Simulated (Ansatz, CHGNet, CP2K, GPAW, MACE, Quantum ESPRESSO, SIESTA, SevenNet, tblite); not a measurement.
# GPAW on H-capped Ge nanowire along [001] with a Si core (65 atoms): settings against a plane-wave reference, part 2 of 2

Aim: run H-capped Ge nanowire along [001] with a Si core (65 atoms) in GPAW and see how near its forces come to a plane-wave reference, and at what cost.

Program: GPAW 26.7.0; the method stands at each step. Banners, paths, timers and routine set-up lines are dropped from the logs unmarked, and long logs keep their key lines alone; longer cuts are marked.

So far. Step 3 (PBE, LCAO sz(dzp), h 0.2 Å): Against the first run (32 %), the force difference from the reference is 145 %, at 0.40 times the CPU time, with 176 basis functions against 621: the smaller basis costs accuracy. Step 4 (PBE, LCAO szp(dzp), h 0.2 Å): Against the first run (32 %), the force difference from the reference is 79 %, at 0.65 times the CPU time, with 445 basis functions against 621: the smaller basis costs accuracy.

### 5. PBE, LCAO dzp, h 0.15 Å

Method: Kohn-Sham DFT, PBE, PAW, atomic orbitals (dzp).

run.py

```python
import numpy as np
from ase.io import read
from gpaw import GPAW, FermiDirac

atoms = read("structure.xyz")
atoms.calc = GPAW(
    mode="lcao",
    basis="dzp",
    h=0.15,
    xc="PBE",
    kpts={"size": (1, 1, 1), "gamma": True},
    occupations=FermiDirac(0.05),
    maxiter=200,
    symmetry={"point_group": False},
    txt="gpaw.txt",
)
energy = atoms.get_potential_energy(force_consistent=True)
forces = atoms.get_forces()
print(f"energy {energy:.6f} eV")
print("forces (eV/A)")
for i, (a, f) in enumerate(zip(atoms, forces)):
    print(f"{i:4d} {a.symbol:2s} {f[0]:10.5f} {f[1]:10.5f} {f[2]:10.5f}")
print(f"Fermi level {atoms.calc.get_fermi_level():.4f} eV")
for k in range(len(atoms.calc.get_ibz_k_points())):
    for s in range(atoms.calc.get_number_of_spins()):
        e = atoms.calc.get_eigenvalues(kpt=k, spin=s)
        n = np.searchsorted(e, atoms.calc.get_fermi_level())
        print(f"k {k} spin {s} levels about the Fermi level:", np.round(e[max(n - 6, 0):n], 4).tolist(), "|", np.round(e[n:n + 6], 4).tolist())
```

structure.xyz

```xyz
65
Lattice="26.50091 0.00000 0.00000 0.00000 26.50091 0.00000 0.00000 0.00000 5.65800" Properties=species:S:1:pos:R:3 pbc="T T T"
[... 65 atom lines left out: the same atoms as in the first run ...]
```

The run is started by

```console
$ OMP_NUM_THREADS=1 python run.py > output.txt
```

Output:

```text
energy -253.625595 eV
forces (eV/A)
   0 Ge   -0.49977    0.67474   -0.57390
   1 Ge    0.75783    0.13232    0.28001
   2 Ge   -0.11541    1.10024   -1.03760
   3 Ge    0.37983    0.17573   -0.38690
   4 Ge    0.26019   -0.18827    0.11352
   5 Ge    0.60054    0.30943   -0.17061
   6 Ge    0.40983   -0.06651    0.85961
   7 Ge    0.99074   -0.59733    0.65036
   8 Ge    0.11401    0.15796    0.41517
   9 Ge    0.79285    0.91208   -0.76642
  10 Ge   -0.21167    0.99722   -0.71777
  11 Ge    0.15023    0.04065    0.36091
  12 Si    0.41701    0.40771    0.69505
  13 Si   -0.16027    0.11356    0.20068
  14 Si    0.19429   -0.00507   -0.47385
  15 Si    0.49506    0.20570   -0.29123
  16 Si   -0.30807   -0.52344    0.42411
  17 Si    0.63737   -0.48444   -0.10216
  18 Ge    0.06860   -0.06470   -0.15045
  19 Ge    0.07981   -0.15522   -0.11092
  20 Ge   -0.15297   -1.82172    1.27816
  21 Ge    0.02214   -1.52672   -0.88698
  22 Ge   -0.24701    1.09746   -0.07434
  23 Ge    0.37001    0.17739   -0.91576
[...]
57 H     0.14663    0.72558    0.41392
  58 H    -0.25259    0.14078    0.38910
  59 H    -0.04164    1.15633    0.80003
  60 H     0.25316   -0.28827   -0.13917
  61 H     1.70039    0.05270   -1.13967
  62 H     1.05957   -0.00868    0.74569
  63 H     1.13873   -0.08786   -0.78740
  64 H     0.15440   -0.23432   -0.41638
Fermi level -1.6511 eV
k 0 spin 0 levels about the Fermi level: [-3.5315, -3.4613, -3.0003, -2.983, -2.8853, -2.7228] | [-0.5649, -0.4908, -0.4596, -0.4046, -0.2924, -0.2229]
```

gpaw.txt:

```text
Input parameters:
  mode=LCAO(),
  basis={'default': 'dzp'},
  h=0.15,
  kpts=MonkhorstPack(size=(1, 1, 1), gamma=True),
  maxiter=200,
  occupations=Occupations(name='fermi-dirac', width=0.05, fixmagmom=False),
  symmetry=Symmetry(point_group=False),
  xc=XC(name='PBE')
Unit cell  # Å
| periodic |         x |         y |        z |   lengths |    angles |
[... lines left out ...]
  Fermi-Dirac:
[... lines left out ...]
convergence criteria:
- Maximum [total energy] change in last 3 cyles: 0.0005 eV / valence electron
[... lines left out ...]
Converged in 11 steps
[... lines left out ...]
  Free energy:    -253.625595
  Extrapolated:   -253.625595
dipole moment: (0.075449, 0.044404, -66.936123)  # |e|*Ang
Fermi level: -1.651
Eigenvalues  # (at kpt = [0.000, 0.000, 0.000])
| band index |      eig [eV] | occ [0-2] |
|------------|---------------|-----------|
|          0 |       -13.851 |     2.000 |
|        ... |               |           |
|         80 |        -3.597 |     2.000 |
|         81 |        -3.538 |     2.000 |
[...]
|         95 |         0.067 |     0.000 |
|        ... |               |           |
|        109 |         1.005 |     0.000 |
Gap: 2.158 eV
Transition (v -> c):
  (s=0, k=0, n=87, [0.00, 0.00, 0.00]) -> (s=0, k=0, n=88, [0.00, 0.00, 0.00])
No difference between direct/indirect transitions
Force computation time: 22.406  # s
timing:  # [seconds]
  Total:  180.751  # ━━━━━━━━━━━━━━━━━━━━━━━━━━━━━━━━━━━━━━━━━━━━━━━━━━━━━━━━
  Init:    20.417  # ━━━━━━╸
  SCF:    137.898  # ━━━━━━━━━━━━━━━━━━━━━━━━━━━━━━━━━━━━━━━━━━╸
  Forces:  22.407  # ━━━━━━━
```

The job ended after 3 min (1 thread of Arm Neoverse V1, shared host; peak memory 3.7 GiB).

Numbers from this run, and their distance from the reference:

| Quantity | Value |
| --- | --- |
| r.m.s. force component | 0.683 eV/Å |
| r.m.s. difference of force components | 177.9 meV/Å |
| longest difference of force vectors | 560 meV/Å |
| force difference over r.m.s. force | 31.9 % |
| slope of forces against the reference's | 1.199 |
| correlation of force components | 0.9791 |
| gap (highest filled to lowest empty level) | 2.158 eV |
| gap difference | 0.1043 eV |
| energy less the same-level run's | -11.78 meV/atom |
| r.m.s. force difference from the same-level run | 8.985 meV/Å |

This run lies far from the reference in forces at the same functional. Basis and potentials both differ; the latter hold 176 valence electrons against the reference's 456.

Against the first run (32 %), the force difference from the reference is 32 %, at 1.5 times the CPU time: the change moves forces by 9.0 meV/Å r.m.s., so most of the difference comes from elsewhere.

### 6. RPBE, LCAO dzp, h 0.2 Å

Method: Kohn-Sham DFT, RPBE, PAW, atomic orbitals (dzp).

Edit run.py of step 5 so:

```diff
@@ -8,4 +8,4 @@
     basis="dzp",
-    h=0.15,
-    xc="PBE",
+    h=0.2,
+    xc="RPBE",
     kpts={"size": (1, 1, 1), "gamma": True},
```

structure.xyz is that of step 5.

Output:

```text
energy -239.610375 eV
forces (eV/A)
   0 Ge   -0.59946    0.60355   -0.56163
   1 Ge    0.76758    0.13926    0.30515
   2 Ge   -0.23204    1.03442   -1.02635
   3 Ge    0.27662    0.19789   -0.35160
   4 Ge    0.29172   -0.18830    0.09937
   5 Ge    0.62026    0.30020   -0.17087
   6 Ge    0.30567   -0.00851    0.85385
   7 Ge    0.91838   -0.51806    0.65159
   8 Ge    0.12331    0.06094    0.36758
   9 Ge    0.72297    0.81391   -0.75502
  10 Ge   -0.21015    1.01904   -0.73047
  11 Ge    0.16302    0.07079    0.37925
[...]
60 H     0.29176   -0.31417   -0.15643
  61 H     1.77390    0.03701   -1.18022
  62 H     1.13112   -0.01045    0.78305
  63 H     1.20814   -0.07102   -0.81848
  64 H     0.19889   -0.21244   -0.44382
Fermi level -1.5671 eV
k 0 spin 0 levels about the Fermi level: [-3.471, -3.4067, -2.9505, -2.933, -2.8302, -2.668] | [-0.4446, -0.3687, -0.3347, -0.2871, -0.1606, -0.1]
```

gpaw.txt:

```text
Input parameters:
  mode=LCAO(),
  basis={'default': 'dzp'},
  h=0.2,
  kpts=MonkhorstPack(size=(1, 1, 1), gamma=True),
  maxiter=200,
  occupations=Occupations(name='fermi-dirac', width=0.05, fixmagmom=False),
  symmetry=Symmetry(point_group=False),
  xc=XC(name='RPBE')
[... lines left out ...]
  Fermi-Dirac:
[... lines left out ...]
convergence criteria:
- Maximum [total energy] change in last 3 cyles: 0.0005 eV / valence electron
[... lines left out ...]
Converged in 12 steps
[... lines left out ...]
  Free energy:    -239.610375
[... lines left out ...]
Fermi level: -1.567
[... lines left out ...]
|          0 |       -13.766 |     2.000 |
|        ... |               |           |
|         80 |        -3.544 |     2.000 |
|         81 |        -3.478 |     2.000 |
[...]
|         95 |         0.191 |     0.000 |
|        ... |               |           |
|        109 |         1.132 |     0.000 |
Gap: 2.223 eV
Transition (v -> c):
  (s=0, k=0, n=87, [0.00, 0.00, 0.00]) -> (s=0, k=0, n=88, [0.00, 0.00, 0.00])
No difference between direct/indirect transitions
Force computation time: 10.924  # s
timing:  # [seconds]
  Total:  96.508  # ━━━━━━━━━━━━━━━━━━━━━━━━━━━━━━━━━━━━━━━━━━━━━━━━━━━━━━━━━
  Init:   11.287  # ━━━━━━╸
  SCF:    74.268  # ━━━━━━━━━━━━━━━━━━━━━━━━━━━━━━━━━━━━━━━━━━━━
  Forces: 10.924  # ━━━━━━╸
```

Run time: 98 s. Hardware: 1 thread; peak memory 1.7 GiB.

Numbers from this run, and their distance from the reference:

* r.m.s. force component: 0.6834 eV/Å
* r.m.s. difference of force components: 180.3 meV/Å
* longest difference of force vectors: 604.4 meV/Å
* force difference over r.m.s. force: 32.34 %
* slope of forces against the reference's: 1.199
* correlation of force components: 0.9781
* gap (highest filled to lowest empty level): 2.223 eV
* gap difference: 0.1698 eV

Against the first run (32 %), the force difference from the reference is 32 %, at 0.78 times the CPU time; the model has changed, so this is no error of the program alone.

The difference per atom is largest on H (0.43 eV/Å on average, against 0.14 on Ge).

### 7. Side by side

Differences are against the plane-wave reference, forces as r.m.s. over components; share is that over the reference's r.m.s. force, slope the least-squares factor from reference forces to these. Total energies of different programs have different zeros and aren't compared.

| run | Δ force, r.m.s. (meV/Å) | share (%) | slope | Δ gap (eV) | cores | CPU time | memory (GiB) |
| --- | --- | --- | --- | --- | --- | --- | --- |
| reference | - | - | - | - | 4 | 31 min | 8.2 |
| GPAW PBE, LCAO dzp, h 0.2 Å | 178 | 31.9 | 1.196 | 0.104 | 1 | 2.1 min | 1.7 |
| GPAW PBE, LCAO sz(dzp), h 0.2 Å (coarse) | 808 | 145 | 1.819 | 0.336 | 1 | 50 s | 1.5 |
| GPAW PBE, LCAO szp(dzp), h 0.2 Å (coarse) | 443 | 79.4 | 1.472 | 0.415 | 1 | 82 s | 1.7 |
| GPAW PBE, LCAO dzp, h 0.15 Å | 178 | 31.9 | 1.199 | 0.104 | 1 | 3 min | 3.7 |
| GPAW RPBE, LCAO dzp, h 0.2 Å | 180 | 32.3 | 1.199 | 0.170 | 1 | 98 s | 1.7 |

Rows marked coarse were listed beforehand as settings not expected to be converged; some can still land near the reference.

CPU time is summed over cores on a shared host, where runs went side by side, so it is rough. Symmetry, cutoffs, thresholds, outputs and thread counts weren't matched or tuned between programs; memory under MPI is the largest rank's times the ranks.

Within one program, basis, potentials and functional, energies share a zero. Each run against its twin at the usual cutoff or grid and solver:

| run | twin | Δ energy (meV/atom) | Δ force, r.m.s. (meV/Å) | CPU time over the twin's |
| --- | --- | --- | --- | --- |
| GPAW PBE, LCAO dzp, h 0.15 Å | LCAO dzp, h 0.2 Å | -11.8 | 8.98 | 1.5 |

### 8. Summary of results

| Quantity | Value |
| --- | --- |
| nearest in forces | a tie at 32 % of 3 runs: GPAW PBE, LCAO dzp, h 0.2 Å; GPAW PBE, LCAO dzp, h 0.15 Å; GPAW RPBE, LCAO dzp, h 0.2 Å |

**Reading.** The PBE runs in local orbitals, coarse settings apart, differ by 32 % in each run; basis, grid and potentials can all enter. Rows with another functional or a dispersion term differ by 32 % (GPAW RPBE, LCAO dzp, h 0.2 Å), which mixes the change of model with differences of basis and potentials. Runs with settings chosen to be coarse differ by 79 % (GPAW PBE, LCAO szp(dzp), h 0.2 Å) to 145 % (GPAW PBE, LCAO sz(dzp), h 0.2 Å), their programs' other errors included. Of the electronic-structure runs that take under half the reference's CPU time, GPAW PBE, LCAO dzp, h 0.2 Å is among the nearest, at 32 % in 2.1 min against 31 min. GPAW PBE, LCAO dzp, h 0.15 Å stiffens the forces by a factor of 1.20 while following their directions (correlation 0.979). At the same functional, gaps differ from the reference's 2.05 eV by between +0.10 and +0.42 eV. These are spacings on the run's k-points, which needn't hold the band edges. The potentials hold different valence shells: 456 electrons in the reference, 176 in GPAW; this bears on time and differences. GPAW's setups keep the filled d shell of Ge in the core. The cell is under 6 Å thick along one periodic direction, so every atom has periodic images of itself close by, which move with it and show among its neighbours and in g(r). The electronic-structure runs sample only Γ, in a cell whose periodic width is 6 Å.

[Also dropped from logs without a mark: logging warnings of Python, and SIESTA's first energy breakdown and zero terms.]

[Logs are printed without paths, hosts, clocks, repeated set-up lines and the standing remarks that a program may print on its own settings, such as how far it seeks lower states.]

[Hosts, paths, dates, database ids (printed as entryN), source tags and the programs' standing remarks are cut or masked in the printed files.]
